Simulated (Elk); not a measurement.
# Collinear magnetic orders of CmSi2 with Elk

Wanted: the moments of CmSi2 and the energy of each order that was tried.

Method: LDA (Perdew-Wang) with U = 5.50 eV, J = 0.50 eV on Cm f; all-electron APW+lo, Dirac cores, scalar-relativistic bands, in Elk 11.2.3 (patched build).

Report form: the programs' logs are mostly left out.

**1. Set-up**

The structure is tetragonal, space group I4_1/amd (No. 141). The conventional cell has a = 3.963 Å, b = 3.963 Å, c = 13.720 Å, α = 90.00°, β = 90.00°, γ = 90.00°. Cm has 12 Si at 3.02 to 3.03 Å nearest. Si has 3 Si at 2.28 to 2.29 Å and 6 Cm at 3.02 to 3.03 Å nearest. Farther neighbours are not listed.

**2. Start 1: ferro ++**

The parallel start comes first: it fits the smallest cell, keeps the most symmetry and shows whether parallel moments form. A Hubbard term is added for the open shell, at a value in common use.

Moments are seeded by fields in the spheres (the last three columns under atoms), set against the wanted direction and reduced each loop.

File elk.in:

```
tasks
  0
  33
  73

xctype
  3

rgkmax
  7.0

nempty
  8

swidth
  0.001

reducebf
  0.7

epsengy
  1e-05

maxscl
  150

lmaxi
  3

spinpol
  .true.

sppath
  './'

avec
  -3.74449231595 3.74449231595 12.96352121493
  3.74449231595 -3.74449231595 12.96352121493
  3.74449231595 3.74449231595 -12.96352121493

atoms
  2
  'Cm.in'
  2
  0.0000000000 0.0000000000 0.0000000000   0.000000 0.000000 -0.750000
  0.7500000000 0.2500000000 0.5000000000   0.000000 0.000000 -0.750000
  'Si.in'
  4
  0.4170000000 0.4170000000 0.0000000000   0.000000 0.000000 0.000000
  0.1670000000 0.6670000000 0.5000000000   0.000000 0.000000 0.000000
  0.3330000000 0.8330000000 0.5000000000   0.000000 0.000000 0.000000
  0.5830000000 0.5830000000 0.0000000000   0.000000 0.000000 0.000000

ngridk
  8 8 8

dft+u
  1 1
  1 3 0.202121 0.018375

plot3d
  0 0 0
  1 0 0
  0 1 0
  0 0 1
  38 38 38
```

Run with:

```bash
$ OMP_NUM_THREADS=4 elk
```

It took 7.2 min on 4 threads of Arm Neoverse V2, shared host; peak memory 0.49 GiB; 27 min of CPU time.

Spin moment in the muffin-tin sphere by atom:

| atom | spin moment in the muffin-tin sphere (μB) |
| --- | --- |
| Cm1 | 6.91 |
| Cm2 | 6.91 |
| Si3 | -0.05 |
| Si4 | -0.05 |
| Si5 | -0.05 |
| Si6 | -0.05 |

Numbers from this step:

| Item | Value |
| --- | --- |
| density of states at the Fermi level | 3.433 states/eV/cell |
| moment between the spheres | 0.1377 μB |
| magnetization | 13.75 μB |
| final state | ferromagnetic |

After 30 cycles the largest moment stands at 6.91 μB.

**3. Run 2 (antiferro +-)**

Reversing part of the moments tests the sign of the couplings between them.

elk.in, as its differences from that of step 2:

```diff
@@ -2,4 +2,2 @@
   0
-  33
-  73
 
@@ -45,3 +43,3 @@
   0.0000000000 0.0000000000 0.0000000000   0.000000 0.000000 -0.750000
-  0.7500000000 0.2500000000 0.5000000000   0.000000 0.000000 -0.750000
+  0.7500000000 0.2500000000 0.5000000000   0.000000 0.000000 0.750000
   'Si.in'
@@ -59,8 +57 @@
   1 3 0.202121 0.018375
-
-plot3d
-  0 0 0
-  1 0 0
-  0 1 0
-  0 0 1
-  38 38 38
```

Run with:

```bash
$ OMP_NUM_THREADS=4 elk
```

The job ended after 5 min (4 threads; peak memory 0.48 GiB).

Spin moment in the muffin-tin sphere by atom:

| atom | spin moment in the muffin-tin sphere (μB) |
| --- | --- |
| Cm1 | 6.99 |
| Cm2 | -6.99 |
| Si3 | -0.01 |
| Si4 | 0.01 |
| Si5 | 0.01 |
| Si6 | -0.01 |

Read from the output:

| Quantity | Value |
| --- | --- |
| density of states at the Fermi level | 3.285 states/eV/cell |
| moment between the spheres | 0 μB |
| magnetization | 0 μB |
| final state | antiferromagnetic |

It lies 20.7 meV a seeded atom under the first start, and its largest moment is 6.99 μB against 6.91 μB.

**4. Run 3 (no spin polarisation)**

This run holds no moments, which gives a state to set the others against.

elk.in, as its differences from that of step 3:

```diff
@@ -15,5 +15,2 @@
 
-reducebf
-  0.7
-
 epsengy
@@ -26,5 +23,2 @@
   3
-
-spinpol
-  .true.
 
@@ -42,4 +36,4 @@
   2
-  0.0000000000 0.0000000000 0.0000000000   0.000000 0.000000 -0.750000
-  0.7500000000 0.2500000000 0.5000000000   0.000000 0.000000 0.750000
+  0.0000000000 0.0000000000 0.0000000000   0.000000 0.000000 0.000000
+  0.7500000000 0.2500000000 0.5000000000   0.000000 0.000000 0.000000
   'Si.in'
```

Run with:

```bash
$ OMP_NUM_THREADS=4 elk
```

The job ended after 3.3 min (4 threads; peak memory 0.33 GiB).

Numbers from this step:

```yaml
density_of_states_at_the_fermi_level: 1.451 states/eV/cell
final_state: non-magnetic (no spin polarisation)
```

It lies 5615 meV a seeded atom over the first start.

**5. A faulty input**

An input with a fault is tried, to see how the program answers.

elk.in, as its differences from that of step 2:

```diff
@@ -2,4 +2,2 @@
   0
-  33
-  73
 
@@ -24,3 +22,3 @@
 maxscl
-  150
+  100
 
@@ -54,3 +52,3 @@
 ngridk
-  8 8 8
+  1 1 1
 
@@ -59,8 +57 @@
   1 3 0.202121 0.018375
-
-plot3d
-  0 0 0
-  1 0 0
-  0 1 0
-  0 0 1
-  38 38 38
```

Run with:

```bash
$ OMP_NUM_THREADS=4 elk
```

Run time: 24 s. Hardware: 4 threads; peak memory 0.29 GiB; 36 s of CPU time.

Convergence was reached, yet the input spoils the result.

The fault in the input: one k-point for a small cell.

The largest moment is 6.66 μB against 6.91 μB in the first run, and the free energy lies +8.15 eV from it.

A single point can't sample the zone of a small cell; the mesh must follow the cell's size.

**6. The states side by side**

These are free energies at a smearing of 0.0272 eV, so its entropy term is in the differences. They are divided by the number of seeded atoms, so that cells of unlike size compare.

Orders:

| start | final state | typed order kept | energy over the lowest (meV a seeded atom) | largest sphere moment (μB) | net moment (μB a primitive cell) | DOS at the Fermi level (states/eV a primitive cell) | mesh matched | CPU time (s) |
| --- | --- | --- | --- | --- | --- | --- | --- | --- |
| ferro ++ | ferromagnetic | yes | 20.75 | 6.909 | 13.75 | 3.433 | yes | 1621 |
| antiferro +- | antiferromagnetic | yes | 0 | 6.994 | 0 | 3.285 | yes | 1117 |
| no spin polarisation | non-magnetic | - | 5636 | 0 | 0 | 1.451 | yes | 719.4 |

**7. What came out**

```yaml
lowest_state_found: antiferromagnetic (typed antiferro +-)
largest_site_moment: 6.99 μB
next_state: ferromagnetic, 20.7 meV a seeded atom higher
run_without_spin_seeds_over_the_lowest: 5636 meV a seeded atom
```

In words: The lowest state found is antiferromagnetic, reached from the start antiferro +-, with moments up to 6.99 μB. The next state costs 21 meV a seeded atom. Under a U a spinless open shell is left with part-filled orbitals, which the U penalises, so its energy is no clean measure of what the moments gain. Only 3 starts are shown; other collinear patterns, canted and longer-period orders are not. Open f shells have many stationary orbital fillings, so the state need not be the lowest, and spin-only moments miss the orbital part. Spin–orbit coupling, which these energies lack, is strong in these shells and can change the state in kind.

[Logs and program files are shortened in this print: banners, set-up blocks, solver, clock and traceback lines can be left out without a mark of their own.]

[Logs are printed without paths, hosts, clocks, repeated set-up lines and the standing remarks that a program may print on its own settings, such as how far it seeks lower states.]

[Hosts, paths, dates, database ids (printed as entryN), source tags and the programs' standing remarks are cut or masked in the printed files.]

[Where a cell is said to come from a database of computed structures, the database is the Materials Project.]
